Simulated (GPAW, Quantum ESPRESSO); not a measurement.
The Al K edge of atom 1 in Al (Aluminum, Fm-3m), with 12 Al at 2.86 Å (cuboctahedral, site symmetry m-3m), was computed in 2 ways: excited-electron core hole (neutral cell) and no core hole. Program and functional: Quantum ESPRESSO XSpectra, LDA, Lorentzian half width 0.3 eV up to 4 eV, rising linearly to 2.5 eV at 25 eV; cells of 1 and 16 atoms (the run without a hole in the smaller).

Each run is counted from its own lowest empty level or Fermi level and scaled to a mean of 1 over its first 20 eV.

| E (eV) | run 1 | run 2 |
| --- | --- | --- |
| -2.0 | 0.03 | 0.05 |
| -1.4 | 0.04 | 0.07 |
| -0.8 | 0.07 | 0.11 |
| -0.2 | 0.16 | 0.32 |
| 0.4 | 0.37 | 0.82 |
| 1.0 | 0.67 | 0.92 |
| 1.6 | 0.61 | 0.89 |
| 2.2 | 0.59 | 0.95 |
| 2.8 | 0.75 | 1.22 |
| 3.4 | 0.68 | 1.06 |
| 4.0 | 0.86 | 1.18 |
| 4.6 | 0.98 | 1.20 |
| 5.2 | 1.00 | 1.40 |
| 5.8 | 1.10 | 1.31 |
| 6.4 | 1.16 | 1.18 |
| 7.0 | 1.10 | 1.10 |
| 7.6 | 1.05 | 1.07 |
| 8.2 | 1.05 | 1.06 |
| 8.8 | 1.01 | 0.98 |
| 9.4 | 1.01 | 0.93 |
| 10.0 | 1.03 | 1.00 |
| 10.6 | 1.08 | 1.07 |
| 11.2 | 1.10 | 1.07 |
| 11.8 | 1.13 | 1.06 |
| 12.4 | 1.18 | 1.06 |
| 13.0 | 1.20 | 1.06 |
| 13.6 | 1.21 | 1.04 |
| 14.2 | 1.21 | 1.00 |
| 14.8 | 1.21 | 0.97 |
| 15.4 | 1.21 | 0.94 |
| 16.0 | 1.19 | 0.90 |
| 16.6 | 1.17 | 0.87 |
| 17.2 | 1.14 | 0.84 |
| 17.8 | 1.10 | 0.80 |
| 18.4 | 1.06 | 0.76 |
| 19.0 | 1.02 | 0.74 |
| 19.6 | 0.99 | 0.71 |
| 20.2 | 0.95 | 0.69 |
| 20.8 | 0.91 | 0.66 |
| 21.4 | 0.87 | 0.64 |
| 22.0 | 0.82 | 0.61 |
| 22.6 | 0.78 | 0.58 |
| 23.2 | 0.73 | 0.56 |
| 23.8 | 0.68 | 0.54 |
| 24.4 | 0.64 | 0.52 |
| 25.0 | 0.60 | 0.51 |
| 25.6 | 0.57 | 0.51 |
| 26.2 | 0.55 | 0.51 |
| 26.8 | 0.54 | 0.53 |
| 27.4 | 0.54 | 0.56 |
| 28.0 | 0.56 | 0.60 |
| 28.6 | 0.59 | 0.66 |
| 29.2 | 0.63 | 0.73 |
| 29.8 | 0.68 | 0.81 |
| 30.4 | 0.75 | 0.90 |
| 31.0 | 0.82 | 0.98 |
| 31.6 | 0.90 | 1.05 |

Question: Which run is which?

Run 1: no core hole (area from −2 to 6 eV 4.6, main maxima 1.1 eV (0.67), 2.9 eV (0.77), 4.6 eV (0.98), 6.6 eV (1.17) and 15.2 eV (1.21)). Run 2: excited-electron core hole (neutral cell) (area from −2 to 6 eV 6.8, main maxima 1.2 eV (0.96), 2.9 eV (1.27), 3.8 eV (1.21), 5.4 eV (1.44) and 11.0 eV (1.08)). With each curve scaled to its own mean, the area from −2 to 6 eV with the hole is 6.8 against 4.6, and the centre of weight from −1 to 20 eV moves by -1.4 eV: the hole pulls the absorber's empty states down.

[Hosts, paths, dates, database ids (printed as entryN), source tags and the programs' standing remarks are cut or masked in the printed files.]

[Lists of maxima count a maximum above −3 eV only where it reaches 4 % of the highest in the window and stands out from its surroundings by 2 % of it (1.5 % where it reaches 55 %); shoulders and weaker maxima are passed over, and of the rest the first, up to two pre-edge ones and the few strongest are named.]
